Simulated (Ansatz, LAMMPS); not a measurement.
# A frame of amorphous polystyrene (as short chains C42H46) from 300 K (176 atoms) under strain, part 3 of 3

Aim: relax a frame of amorphous polystyrene (as short chains C42H46) from 300 K (176 atoms), then change its volume and shape to read moduli from the stress.

Ansatz 0.2.0; Kohn-Sham DFT, PBE+D4, PAW (set soft_2), plane waves.

The cell: 84 C and 92 H. The network of contacts between molecules at the start is that of the classical potential that made the cell. Only the Γ point is sampled.

So far. Step 10 (Stretched by 1 % along x): The relaxation converged after 4 steps, 0.0979 eV below its start, with a largest force component of 0.021 eV/Å. Step 10 (Stretched by 1 % along x): Stretched by 1 % along x: the energy stands 0.00858 eV above that of the reference, at a pressure of -0.0458 GPa.

### 11. Compressed by 1 % along x

The relaxed cell is strained along x alone, which gives the stiffness along x and its coupling to y and z.

The input, input.yaml:

```yaml
crystal:
  lattice:
    - [12.24526, 0.05023, -0.12777]
    - [0.04973, 11.70107, -0.73145]
    - [-0.12649, -0.73145, 11.98154]
  atoms:
    [... the 176 atom lines of step 4 ...]
kpoints:
  mp_grid: { grid: [1, 1, 1] }
hamiltonian:
  xc: pbe
  dispersion: d4
scf:
  occupations: { method: gaussian, width: 0.05 }
output:
  forces: true
  eigenvalues: true
  stress: true
relax:
  f_tol: 0.05
  max_steps: 70
```

Launch:

```
> ansatz run input.yaml --threads 4 --pin off --max-ram 8192MiB --backend cpu --events-out ev --progress --plain --runs-dir out
```

Numbers of over 12 decimals in the logs are rounded to 6 here.

The program printed:

```text
[...]
Crystal: 176 atoms, lattice volume = 1709.986 Å³
Basis set: ecut = 420 eV, 33435 PW (Γ), exchange–correlation on 180×160×162 points (8 copies of the dense FFT grid, shifted against one another)
Bands: 390, of which v1, the nominal top of the filled ones, is band 214 counted from 1 (213 counted from 0)
Symmetry: 1 space group operations
[...]
k-points: 1
[...]
SCF iter   1: F=—  HF=-22560.396985 eV  |F-HF|=—  |Δ(HF+E_count)|=         —  Δρ=3.20e-3  dr2=2.38e-1  ethr=1.77e-3  ⟨swp⟩=6.0  Hψ=1792  notcnv=0  defer=71
[...]
SCF iter   5: F=—  HF=-22560.416275 eV  |F-HF|=—  |Δ(HF+E_count)|=   3.88e-4  Δρ=6.57e-5  dr2=1.17e-4  ethr=1.94e-7  ⟨swp⟩=2.0  Hψ=596  notcnv=0  defer=162
SCF iter   6: F=-22560.416309 eV  HF=-22560.416308 eV  |F-HF|=4.91e-7  |Δ(HF+E_count)|=   3.37e-5  Δρ=2.32e-5  dr2=1.38e-5  ethr=1.46e-8  ⟨swp⟩=14.0  Hψ=2676  notcnv=0
SCF 1 converged in 6 iterations: F = -22560.416309 eV  dr2 = 1.38e-5
[...]
relax step   1: F+E_penalty+E_count = -22560.41630888 eV  Δ(F+E_penalty+E_count) = +0.000e0 eV  max|allowed force component| = 3.624e-1 eV/Å  Δτ_max = 0.0000 Å  (6 SCF iters, dr2 threshold 6.25e-5 eV, accepted)
[...]
relax step   2: F+E_penalty+E_count = -22560.50693404 eV  Δ(F+E_penalty+E_count) = -9.063e-2 eV  max|allowed force component| = 1.713e-1 eV/Å  Δτ_max = 0.0536 Å  (6 SCF iters, dr2 threshold 8.21e-6 eV, accepted)
[...]
relax step   3: F+E_penalty+E_count = -22560.48247542 eV  Δ(F+E_penalty+E_count) = +2.446e-2 eV  max|allowed force component| = 9.986e-2 eV/Å  Δτ_max = 0.2000 Å  (9 SCF iters, rejected (line search))
[...]
relax step   4: F+E_penalty+E_count = -22560.51814227 eV  Δ(F+E_penalty+E_count) = -1.121e-2 eV  max|allowed force component| = 2.278e-2 eV/Å  Δτ_max = 0.0463 Å  (9 SCF iters, accepted)
SCF converged after 9 iterations
Free energy (F): -22560.518142 eV
[...]
Internal energy: -22560.518142 eV  (E = F + TS)
E sigma→0 (E₀):  -22560.518142 eV
Fermi energy:    2.027777 eV
[...]
Σ components = -22560.518142   (vs F -22560.518142, Δ=0.00e0)
--- Forces (eV/Å), atoms counted from 1 ---
  atom   1  C     -0.00930943    -0.00201412     0.00419117
  atom   2  C     -0.01553602     0.00163233     0.00015598
  atom   3  C      0.00225834    -0.00405769     0.00813071
  atom   4  C      0.00436487     0.00254583    -0.00369701
[...]
atom 176  H      0.00378818     0.00249918    -0.00121166
  max |Σ_I F_I| component: 2.59e-5 eV/Å
--- Stress (GPa, compression-positive) ---
        0.051212       0.009347       0.006174
        0.009347       0.022990      -0.026398
        0.006174      -0.026399       0.020848
  P = ⅓ Tr σ = 0.0317 GPa (0.317 kbar)
--- Band table (eV) ---
[...]
--- Relaxed structure (4 steps of the walk, 3 accepted, 0 SCFs on fresh bases) ---
  F+E_penalty+E_count = -22560.51814227 eV   max|allowed force component| = 2.278e-2 eV/Å
  atoms:
    - { symbol: C, position: [0.822626, 0.445301, 0.325842] }
    - { symbol: C, position: [0.919867, 0.516367, 0.298430] }
    - { symbol: C, position: [0.026871, 0.447246, 0.278948] }
    - { symbol: C, position: [0.057988, 0.385868, 0.379221] }
[...]
- { symbol: H, position: [0.814701, 0.802627, 0.017572] }
```

The job ended after 53 s (4 threads of Intel Xeon 6975P-C (Granite Rapids), shared host; peak memory 2.1 GiB; 3.3 min of CPU time).

The relaxation converged after 4 steps, 0.102 eV below its start, with a largest force component of 0.023 eV/Å.

Compressed by 1 % along x: the energy stands 0.00625 eV above that of the reference, at a pressure of 0.0317 GPa.

### 12. Sheared by 2 % in xy

A shear of the relaxed cell gives the modulus that volume changes can't reach.

input.yaml, the sections that differ from step 11:

```yaml
crystal:
  lattice:
    - [12.36945, 0.17392, -0.12777]
    - [0.16724, 11.70157, -0.73145]
    - [-0.13508, -0.73273, 11.98154]
  atoms:
    [... the 176 atom lines of step 4 ...]
# kpoints, hamiltonian, scf, output, relax: as in step 11
```

The program printed:

```text
[...]
Crystal: 176 atoms, lattice volume = 1727.085 Å³
Basis set: ecut = 420 eV, 33777 PW (Γ), exchange–correlation on 180×160×162 points (8 copies of the dense FFT grid, shifted against one another)
Bands: 390, of which v1, the nominal top of the filled ones, is band 214 counted from 1 (213 counted from 0)
Symmetry: 1 space group operations
[...]
k-points: 1
[...]
SCF iter   1: F=—  HF=-22560.312795 eV  |F-HF|=—  |Δ(HF+E_count)|=         —  Δρ=3.18e-3  dr2=2.38e-1  ethr=1.77e-3  ⟨swp⟩=6.0  Hψ=1791  notcnv=0  defer=69
[...]
SCF iter   5: F=—  HF=-22560.332383 eV  |F-HF|=—  |Δ(HF+E_count)|=   3.94e-4  Δρ=6.58e-5  dr2=1.20e-4  ethr=1.98e-7  ⟨swp⟩=2.0  Hψ=595  notcnv=0  defer=167
SCF iter   6: F=-22560.332415 eV  HF=-22560.332415 eV  |F-HF|=6.04e-8  |Δ(HF+E_count)|=   3.20e-5  Δρ=2.37e-5  dr2=1.46e-5  ethr=1.46e-8  ⟨swp⟩=14.0  Hψ=2603  notcnv=0
SCF 1 converged in 6 iterations: F = -22560.332415 eV  dr2 = 1.46e-5
[...]
relax step   1: F+E_penalty+E_count = -22560.33241499 eV  Δ(F+E_penalty+E_count) = +0.000e0 eV  max|allowed force component| = 5.307e-1 eV/Å  Δτ_max = 0.0000 Å  (6 SCF iters, dr2 threshold 6.25e-5 eV, accepted)
[...]
relax step   2: F+E_penalty+E_count = -22560.50035130 eV  Δ(F+E_penalty+E_count) = -1.679e-1 eV  max|allowed force component| = 2.189e-1 eV/Å  Δτ_max = 0.0427 Å  (6 SCF iters, dr2 threshold 1.76e-5 eV, accepted)
[...]
relax step   3: F+E_penalty+E_count = -22560.50232632 eV  Δ(F+E_penalty+E_count) = -1.975e-3 eV  max|allowed force component| = 1.275e-1 eV/Å  Δτ_max = 0.1538 Å  (7 SCF iters, dr2 threshold 2.99e-6 eV, accepted)
relax step   4: F+E_penalty+E_count = -22560.51785561 eV  Δ(F+E_penalty+E_count) = -1.553e-2 eV  max|allowed force component| = 1.051e-1 eV/Å  Δτ_max = 0.1365 Å  (7 SCF iters, dr2 threshold 2.76e-6 eV, accepted)
relax step   5: F+E_penalty+E_count = -22560.51916708 eV  Δ(F+E_penalty+E_count) = -1.311e-3 eV  max|allowed force component| = 2.460e-2 eV/Å  Δτ_max = 0.0211 Å  (5 SCF iters, dr2 threshold 3.75e-6 eV, accepted)
[...]
relax step   6: F+E_penalty+E_count = -22560.51916763 eV  Δ(F+E_penalty+E_count) = -5.535e-7 eV  max|allowed force component| = 2.433e-2 eV/Å  Δτ_max = 0.0000 Å  (4 SCF iters, accepted)
SCF converged after 4 iterations
Free energy (F): -22560.519168 eV
[...]
Internal energy: -22560.519168 eV  (E = F + TS)
E sigma→0 (E₀):  -22560.519168 eV
Fermi energy:    1.967264 eV
[...]
Σ components = -22560.519168   (vs F -22560.519168, Δ=0.00e0)
--- Forces (eV/Å), atoms counted from 1 ---
  atom   1  C      0.00563735     0.00211308    -0.00422239
  atom   2  C     -0.01179855    -0.00169453     0.00318173
  atom   3  C      0.01287308     0.00146604    -0.00502272
  atom   4  C     -0.00020927     0.00100318     0.00212272
[...]
atom 176  H      0.00090294     0.00102286    -0.00040927
  max |Σ_I F_I| component: 1.73e-5 eV/Å
--- Stress (GPa, compression-positive) ---
       -0.014607      -0.043131       0.007925
       -0.043131      -0.015657      -0.028319
        0.007925      -0.028320       0.000746
  P = ⅓ Tr σ = -0.0098 GPa (-0.098 kbar)
--- Band table (eV) ---
[...]
--- Relaxed structure (6 steps of the walk, 6 accepted, 0 SCFs on fresh bases) ---
  F+E_penalty+E_count = -22560.51916763 eV   max|allowed force component| = 2.433e-2 eV/Å
  atoms:
    - { symbol: C, position: [0.827798, 0.445651, 0.323198] }
    - { symbol: C, position: [0.923201, 0.517260, 0.297969] }
    - { symbol: C, position: [0.030834, 0.448544, 0.279476] }
    - { symbol: C, position: [0.061558, 0.386748, 0.379844] }
[...]
- { symbol: H, position: [0.817291, 0.804411, 0.020402] }
```

Wall time 68 s (4 threads); peak memory 2.2 GiB; 4.3 min of CPU time.

The relaxation converged after 6 steps, 0.187 eV below its start, with a largest force component of 0.024 eV/Å.

Sheared by 2 % in xy: the energy stands 0.00522 eV above that of the reference, at a pressure of -0.00984 GPa.

### 13. Pressure against volume

Atoms are relaxed at each volume, in the scaled cell.

| volume change (%) | volume (Å³/atom) | energy change (meV/atom) | pressure (GPa) | largest move on relaxing (Å) | bonds | gap (eV) |
| --- | --- | --- | --- | --- | --- | --- |
| -10 | 8.833 | 2.47 | 0.89 | 0.44 | 184 | 3.84 |
| -6 | 9.225 | 0.73 | 0.41 | 0.35 | 184 | 3.91 |
| -3 | 9.520 | 0.22 | 0.22 | 0.08 | 184 | 3.94 |
| +0 | 9.814 | 0.00 | 0.00 | - | 184 | 3.98 |
| +3 | 10.108 | 0.20 | -0.15 | 0.08 | 184 | 4.01 |
| +6 | 10.403 | 0.60 | -0.24 | 0.17 | 184 | 4.02 |

### 14. Uniaxial strain and shear

Stress (GPa, compression positive) less that of the relaxed cell, atoms relaxed:

| strain | xx | yy | zz | xy | energy change (meV/atom) |
| --- | --- | --- | --- | --- | --- |
| stretched by 1 % along x | -0.067 | -0.038 | -0.031 | -0.008 | 0.05 |
| compressed by 1 % along x | 0.060 | 0.022 | 0.014 | 0.006 | 0.04 |
| sheared by 2 % in xy | -0.006 | -0.017 | -0.006 | -0.046 | 0.03 |

### 15. Outcome

The bulk modulus, from the slope of pressure against ln V over the three points nearest the relaxed volume, is 6.28 GPa; between neighbouring points the slope runs 11, 6.0, 7.4, 5.1 and 3.1 GPa from the smallest volume up, without a steady fall, so no pressure derivative is given. The curvature of the energy over the same three points gives 7.65 GPa instead, so stress and energy disagree and the modulus is uncertain by that much. The gap goes from 3.84 eV at the smallest volume to 4.02 eV at the largest, +1.1 eV per unit of ln V by a straight line, on the run's k-points. In the Cartesian axes of the cell, finite differences give C11 = 6.37, C12 = 3.00, C13 = 2.26 and C66 = 2.32 GPa (the shear of 2 % is the engineering strain, εxy = 0.01). The mean of C11, C12 and C13, which equals the bulk modulus in a cubic or isotropic solid, is 3.87 GPa: it lies 38 % under the bulk modulus from the volumes. For an isotropic solid C66 would equal (C11 − C12)/2 = 1.68 GPa; so small a sample needn't be isotropic, and C66 rests on one shear. The two differ too much for isotropic moduli to be formed.

Caveats: Strains are finite and relaxations stop at the force tolerance of the input, which can leave moduli too stiff; they are those of a static cell at zero temperature. Volumes are changed with the cell's shape held, so in an anisotropic solid the modulus lies over the one under free hydrostatic load. The program notes that the SCF threshold of the relaxations is loose for the stress.

The DFT runs together took 14 min of wall time.

[Logs are printed without paths, hosts, clocks, repeated set-up lines and the standing remarks that a program may print on its own settings, such as how far it seeks lower states.]

[Hosts, paths, dates, database ids (printed as entryN), source tags and the programs' standing remarks are cut or masked in the printed files.]
